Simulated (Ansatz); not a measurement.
# Moving the knobs of a GW run on LaBiS2O (P4/nmm)

Aim: change settings of a G0W0 run on LaBiS2O (P4/nmm) and see what moves.

Calculated with Ansatz 0.2.0; G0W0 on r2SCAN, plane waves, PAW; PAW set soft_1.

## 1. Starting point

It takes space group P4/nmm (No. 129, tetragonal). Conventional cell: a = 4.065 Å, b = 4.065 Å, c = 13.861 Å, α = 90.00°, β = 90.00°, γ = 90.00°. Nearest to La lie 4 O at 2.38 Å and 4 S at 3.20 Å. Nearest to Bi lie 5 S at 2.48 to 2.89 Å. S has 4 Bi at 2.89 Å nearest. Nearest to S lie 1 Bi at 2.48 Å and 4 La at 3.20 Å. Nearest to O lie 4 La at 2.38 Å. Farther neighbours and most contacts between anions are not listed.

As a file:

```cif
data_structure
_symmetry_space_group_name_H-M 'P 1'
_symmetry_Int_Tables_number 1
_cell_length_a 4.0646
_cell_length_b 4.0646
_cell_length_c 13.8614
_cell_angle_alpha 90.000
_cell_angle_beta 90.000
_cell_angle_gamma 90.000
_cell_volume 229.00
loop_
_atom_site_label
_atom_site_type_symbol
_atom_site_fract_x
_atom_site_fract_y
_atom_site_fract_z
_atom_site_occupancy
La1 La 0.50000 0.00000 0.58924 1
La2 La 0.00000 0.50000 0.41076 1
Bi3 Bi 0.00000 0.50000 0.87006 1
Bi4 Bi 0.50000 0.00000 0.12994 1
S5 S 0.50000 0.00000 0.88843 1
S6 S 0.00000 0.50000 0.11157 1
S7 S 0.00000 0.50000 0.69097 1
S8 S 0.50000 0.00000 0.30903 1
O9 O 0.00000 0.00000 0.50000 1
O10 O 0.50000 0.50000 0.50000 1
```

Geometry: measured lattice cell, ions relaxed with r2SCAN; the structure entry is the Materials Project's. The runs that relaxed it are not among those shown. Spin-orbit coupling is left out unless a step names it.

## 2. The base run: 4×4×2 mesh, 156 empty bands, screening to 45 eV, PAW set soft_1 files

Now the one-shot GW correction: screening in the RPA, then the self-energy of the levels asked for. This step takes PAW set soft_1 files.

File input.yaml:

```yaml
crystal:
  lattice:
    - [4.0646, 0.0, 0.0]
    - [0.0, 4.0646, 0.0]
    - [0.0, 0.0, 13.8614]
  atoms:
    - { symbol: La, position: [0.5, 0.0, 0.589244592] }
    - { symbol: La, position: [0.0, 0.5, 0.410755408] }
    - { symbol: Bi, position: [0.0, 0.5, 0.8700583546] }
    - { symbol: Bi, position: [0.5, 0.0, 0.1299416454] }
    - { symbol: S, position: [0.5, 0.0, 0.8884344053] }
    - { symbol: S, position: [0.0, 0.5, 0.1115655947] }
    - { symbol: S, position: [0.0, 0.5, 0.6909732264] }
    - { symbol: S, position: [0.5, 0.0, 0.3090267736] }
    - { symbol: O, position: [0.0, 0.0, 0.5] }
    - { symbol: O, position: [0.5, 0.5, 0.5] }
kpoints:
  mp_grid: { grid: [4, 4, 2] }
hamiltonian:
  xc: r2scan
  pseudopotentials: { kind: paw, azcp: { folder: soft_1 } }
scf:
  occupations: { method: fixed }
gw:
  n_empty_bands: 156
  ecut_chi: 45
  qp_bands: [v3, c3]
  qp_kpoints: band_edges
  screening: { model: contour_deformation }
```

Launch:

```bash
$ ansatz run input.yaml --threads 24 --pin off --max-ram 82944MiB --backend cuda --events-out ev --progress --plain --runs-dir out --devices 1 --max-vram 78GiB
```

Numbers of over 12 decimals in the logs are rounded to 6 here.

The program printed:

```text
GPUs: using 1 of 1 available (devices: 1).
Engine: ansatz 0.2.0, aarch64-unknown-linux-gnu
Pseudopotentials: kind: paw
Pseudopotential: La, paw, valence charge 11, recommended cutoff 500 eV (meta_gga), soft_1/La.paw.azcp
Pseudopotential: Bi, paw, valence charge 15, recommended cutoff 500 eV (meta_gga), soft_1/Bi.paw.azcp
Pseudopotential: S, paw, valence charge 6, recommended cutoff 500 eV (meta_gga), soft_1/S.paw.azcp
Pseudopotential: O, paw, valence charge 6, recommended cutoff 500 eV (meta_gga), soft_1/O.paw.azcp
Functional definition: r2SCAN
  parameter k0 = 0.174
  parameter k1 = 0.065
  parameter a1 = 4.9479
  exchange = r2scan_x(k0 = k0, k1 = k1, a1 = a1)
  correlation = r2scan_c
[...]
Crystal: 10 atoms, lattice volume = 229.004 Å³
Basis set: ecut = 500 eV, 5867 PW (Γ), exchange–correlation on 120×120×432 points (64 copies of the dense FFT grid, shifted against one another)
Bands: 54, of which v1, the nominal top of the filled ones, is band 44 counted from 1 (43 counted from 0)
Symmetry: 16 space group operations
Space group: P4/nmm (ITA 129), of the structure as read, at distance tolerance 6.1e-5 Å
k-points: 12 of 32
Non-local potential: La, projectors of the file, l = 0: 3, l = 1: 2, l = 2: 2, l = 3: 3
Non-local potential: Bi, projectors of the file, l = 0: 2, l = 1: 2, l = 2: 2, l = 3: 1
Non-local potential: S, projectors of the file, l = 0: 2, l = 1: 2, l = 2: 1
Non-local potential: O, projectors of the file, l = 0: 2, l = 1: 2, l = 2: 1
PAW form: soft (Blöchl's): semilocal exchange-correlation on the pseudo side does not see the compensation charge
PAW frozen core: La, regenerated for the run's functional (the file was generated under x = pbe(κ = 0.804, μ = 0.219515), c = pbe(β = 0.066725))
PAW frozen core: Bi, regenerated for the run's functional (the file was generated under x = pbe(κ = 0.804, μ = 0.219515), c = pbe(β = 0.066725))
PAW frozen core: S, regenerated for the run's functional (the file was generated under x = pbe(κ = 0.804, μ = 0.219515), c = pbe(β = 0.066725))
PAW frozen core: O, regenerated for the run's functional (the file was generated under x = pbe(κ = 0.804, μ = 0.219515), c = pbe(β = 0.066725))
PAW one-centre angular grid: La, 974 points (default); XC on 160 Gauss nodes
PAW one-centre angular grid: Bi, 590 points (default); XC on 160 Gauss nodes
PAW one-centre angular grid: S, 302 points (default); XC on 160 Gauss nodes
[...]
Initial density: superposition of atomic densities (chi_scale 0.1, normalization cell, long waves kept (reshape's long-wave potential 0.46 eV rms))
Initial wavefunctions: pseudopotential atomic-orbital guess
[...]
Functional: x = r2scan, c = r2scan; τ floored in thin density (d = 2e-4 eV/Å³)
SCF iter   1: F=—  HF=-42131.848449 eV  |F-HF|=—  |Δ(HF+E_count)|=         —  Δρ=3.46e-2  dr2=8.22e0  dr2_τ=1.61e-1  ethr=3.10e-3  ⟨swp⟩=5.3  Hψ=2431  notcnv=0  defer=48
preconditioner: auto → Resta (q_TF=auto, 2.326 Å⁻¹)  ε∞=4.9  [insulator: Δε(μ)=1.234 eV  Ē_g=9.657 eV  n_scr=50 (ndim 8)  ℏωp=19.0 eV  f_vac=0.000  ε∞_Penn≈4.9]
SCF iter   2: F=—  HF=-42131.085751 eV  |F-HF|=—  |Δ(HF+E_count)|=   7.63e-1  Δρ=1.88e-2  dr2=1.70e0  dr2_τ=3.03e-2  ethr=3.10e-3  ⟨swp⟩=4.5  Hψ=1283  notcnv=0  defer=83
SCF iter   3: F=—  HF=-42131.084556 eV  |F-HF|=—  |Δ(HF+E_count)|=   1.19e-3  Δρ=1.33e-2  dr2=3.44e-1  dr2_τ=4.45e-2  ethr=1.94e-3  ⟨swp⟩=5.0  Hψ=1613  notcnv=0  defer=88
SCF iter   4: F=—  HF=-42131.043262 eV  |F-HF|=—  |Δ(HF+E_count)|=   4.13e-2  Δρ=3.90e-3  dr2=4.30e-2  dr2_τ=2.95e-3  ethr=3.91e-4  ⟨swp⟩=2.6  Hψ=1176  notcnv=0  defer=95
SCF iter   5: F=—  HF=-42131.046280 eV  |F-HF|=—  |Δ(HF+E_count)|=   3.02e-3  Δρ=1.11e-3  dr2=4.00e-3  dr2_τ=1.02e-4  ethr=4.88e-5  ⟨swp⟩=3.1  Hψ=1093  notcnv=0  defer=98
SCF iter   6: F=—  HF=-42131.047189 eV  |F-HF|=—  |Δ(HF+E_count)|=   9.09e-4  Δρ=2.94e-4  dr2=5.04e-4  dr2_τ=2.75e-5  ethr=4.54e-6  ⟨swp⟩=3.4  Hψ=1120  notcnv=0  defer=95
SCF iter   7: F=—  HF=-42131.047219 eV  |F-HF|=—  |Δ(HF+E_count)|=   3.01e-5  Δρ=6.94e-5  dr2=1.65e-5  dr2_τ=1.31e-6  ethr=5.72e-7  ⟨swp⟩=2.0  Hψ=1064  notcnv=0  defer=95
[...]
SCF 1 converged in 9 iterations: F = -42131.047226 eV  dr2 = 9.87e-8
[...]
SCF converged after 9 iterations
[...]
gw.qp_kpoints: band_edges: 8 of 12 stored k-points solved, in 1 pass; an edge of the gap read off the rows below is read off those points alone
    valence top: of the k-points left out ik 9 came nearest to being solved in a further pass, in band 44 (counted from 1, as in the quasiparticle table): it holds the edge there only if its correction is more favourable than any solved in that band by at least 0.690 eV; those differ by 0.168 eV
    conduction bottom: of the k-points left out ik 9 came nearest to being solved in a further pass, in band 45 (counted from 1, as in the quasiparticle table): it holds the edge there only if its correction is more favourable than any solved in that band by at least 2.337 eV; those differ by 1.261 eV
    ik  band        ε_KS         Σx   Σc(E_QP)       V_xc       Z   E_QP_lin       E_QP  E_QP is
     0    42      7.2278   -18.1866     2.9636   -15.3138  0.7281     7.3183     7.3186  root
     0    43      7.6615   -20.5087     3.4014   -17.3274  0.7340     7.8803     7.8817  root
     0    44      7.6615   -20.5087     3.4014   -17.3274  0.7340     7.8803     7.8817  root
     0    45     11.6819    -9.9001    -5.1101   -16.6301  0.7628    13.3618    13.3018  root
     0    46     11.9455    -8.5046    -3.9527   -13.2359  0.7668    12.7529    12.7240  root
     0    47     12.0312    -9.9503    -3.7205   -14.5176  0.7579    12.9244    12.8781  root
     1    42      7.4744   -19.6385     2.7826   -17.1724  0.7420     7.7883     7.7909  root
     1    43      7.6498   -20.5530     3.4220   -17.3468  0.7339     7.8643     7.8657  root
[...]
7    44      7.3263   -18.4908     2.4116   -16.3753  0.7433     7.6201     7.6224  root
     7    45      9.6345   -10.3792    -2.8962   -13.8518  0.7648    10.2234    10.2109  root
     7    46      9.8575   -10.8925    -2.8799   -14.3874  0.7577    10.4900    10.4725  root
     7    47     11.7214    -9.4205    -3.6389   -13.8334  0.7656    12.5225    12.4953  root
```

Elapsed: 4.3 s, on 1 × NVIDIA GB200 (shared by 2 runs) with 24 threads of Arm Neoverse V2, shared host; peak memory 1.8 GiB; 19 s of CPU time.

The column dr2 measures how far the density is from self-consistency, as an energy; F and HF (Harris–Foulkes) agree once it is small.

This step gave:

- bands summed: 200
- RPA ε∞ on this mesh (eigenvalues): 6.423, 19.96, 19.96
- plane waves in the screening matrix: 139
- q-points in the mesh: 32
- G0W0 gap on the mesh: 1.213 eV
- k of the valence top: 0, -0.5, 0
- k of the conduction bottom: 0, -0.5, 0
- starting gap on the mesh: 1.137 eV
- Z at the valence top: 0.7517
- Z at the conduction bottom: 0.7694
- least direct G0W0 gap on the computed points: 1.213 eV

The gap on the mesh goes from 1.14 eV to 1.21 eV, a correction of +0.08 eV. Between the two edge states, bare exchange in place of the xc potential would open the gap by 4.46 eV, and correlation takes back 4.39 eV.

## 3. Variant: no symmetry

Edit input.yaml of step 2 so:

```diff
@@ -16,2 +16,3 @@
     - { symbol: O, position: [0.5, 0.5, 0.5] }
+  symmetry: { detect: false }
 kpoints:
@@ -24,4 +25,4 @@
 gw:
-  n_empty_bands: 156
-  ecut_chi: 45
+  n_empty_bands: 241
+  ecut_chi: 60
   qp_bands: [v3, c3]
```

The program printed:

```text
GPUs: using 1 of 1 available (devices: 1).
[...]
Crystal: 10 atoms, lattice volume = 229.004 Å³
Basis set: ecut = 500 eV, 5867 PW (Γ), exchange–correlation on 120×120×432 points (64 copies of the dense FFT grid, shifted against one another)
Bands: 54, of which v1, the nominal top of the filled ones, is band 44 counted from 1 (43 counted from 0)
Symmetry: 1 space group operations
k-points: 20 of 32 (time reversal used)
[...]
SCF iter   1: F=—  HF=-42131.848504 eV  |F-HF|=—  |Δ(HF+E_count)|=         —  Δρ=3.46e-2  dr2=8.22e0  dr2_τ=1.61e-1  ethr=3.10e-3  ⟨swp⟩=4.7  Hψ=4181  notcnv=0  defer=68
[...]
SCF iter   7: F=—  HF=-42131.047222 eV  |F-HF|=—  |Δ(HF+E_count)|=   2.71e-5  Δρ=8.10e-5  dr2=2.87e-5  dr2_τ=1.48e-6  ethr=6.00e-7  ⟨swp⟩=2.2  Hψ=2053  notcnv=0  defer=160
[...]
SCF 1 converged in 9 iterations: F = -42131.047226 eV  dr2 = 9.66e-8
[...]
SCF converged after 9 iterations
[...]
4    45      8.9072   -10.0609    -2.8659   -13.2354  0.7672     9.2185     9.2157  root
     4    46      8.9072   -10.0609    -2.8659   -13.2354  0.7672     9.2185     9.2157  root
     4    47      9.4343   -10.2090    -2.9485   -13.6140  0.7664     9.8980     9.8908  root
     5    42      7.0005   -20.0226     3.2901   -16.8333  0.7207     7.1009     7.1013  root
     5    43      7.7546   -17.2329     1.4521   -15.9700  0.7486     7.9428     7.9437  root
     5    44      7.7546   -17.2329     1.4521   -15.9700  0.7486     7.9428     7.9437  root
     5    45      8.9117   -10.0348    -2.8756   -13.2200  0.7671     9.2241     9.2213  root
     5    46      8.9117   -10.0348    -2.8756   -13.2200  0.7671     9.2241     9.2213  root
[...]
15    44      7.7546   -17.2329     1.4521   -15.9700  0.7486     7.9428     7.9437  root
    15    45      8.9117   -10.0348    -2.8756   -13.2200  0.7671     9.2241     9.2213  root
    15    46      8.9117   -10.0348    -2.8756   -13.2200  0.7671     9.2241     9.2213  root
    15    47      9.4366   -10.2242    -2.9462   -13.6279  0.7663     9.9013     9.8940  root
```

It took 11 s on 1 × NVIDIA GB200 (shared by 2 runs) with 24 threads; peak memory 3 GiB.

The G0W0 gap on the mesh is 1.257 eV.

Against the base:

```
              setting  base  variant
          empty bands   156      241
screening cutoff (eV)    45       60
   symmetry detection     -    false
```

```
                                    quantity  variant   base
                    starting gap on the mesh    1.137  1.137
                        G0W0 gap on the mesh    1.257  1.213
least direct G0W0 gap on the computed points    1.257  1.213
                        Z at the valence top    0.749  0.752
                  Z at the conduction bottom    0.767  0.769
```

## 4. Outcome

| Quantity | Value |
| --- | --- |
| base | 1.21 eV, 4.3 s |
| no symmetry | 1.26 eV, 11 s |

What this shows: No symmetry: the gap moves by +0.04 eV and the time by a factor of 2.5. The variant differs from the base in empty bands, screening cutoff and symmetry detection together, so the change can't be laid to one of them. Symmetry itself changes the cost, not the physics. All runs here use a coarse mesh and modest cutoffs; they test settings and are not final values. The 4×4×2 mesh is coarse for this cell (its supercell is 16 Å along the shortest edge). The RPA ε∞ on it, from the r2SCAN start, is 6.42 and 19.96; such meshes misread the long-range screening, most where the gap is narrow. Where an edge is built on 6p states of lead, bismuth or thallium, scalar-relativistic gaps usually stand too wide, by a few tenths to over one eV. Empty 4f levels lie among the conduction bands. Their place in the start is unsure; it enters the screening, and the edge itself where they lie low. The many-body steps are scalar-relativistic: spin-orbit coupling is not in them.

[Paths, hosts, dates, memory and timing lines, banners, echoed tables and standing remarks are left out of the program output.]

[Logs are printed without paths, hosts, clocks, repeated set-up lines and the standing remarks that a program may print on its own settings, such as how far it seeks lower states.]

[Runs of the session that timed out or met a known fault of the program may be left out.]

[Cells called generated may have been cut or substituted from an entry of the Crystallography Open Database or the Materials Project.]

[Hosts, paths, dates, database ids (printed as entryN), source tags and the programs' standing remarks are cut or masked in the printed files.]
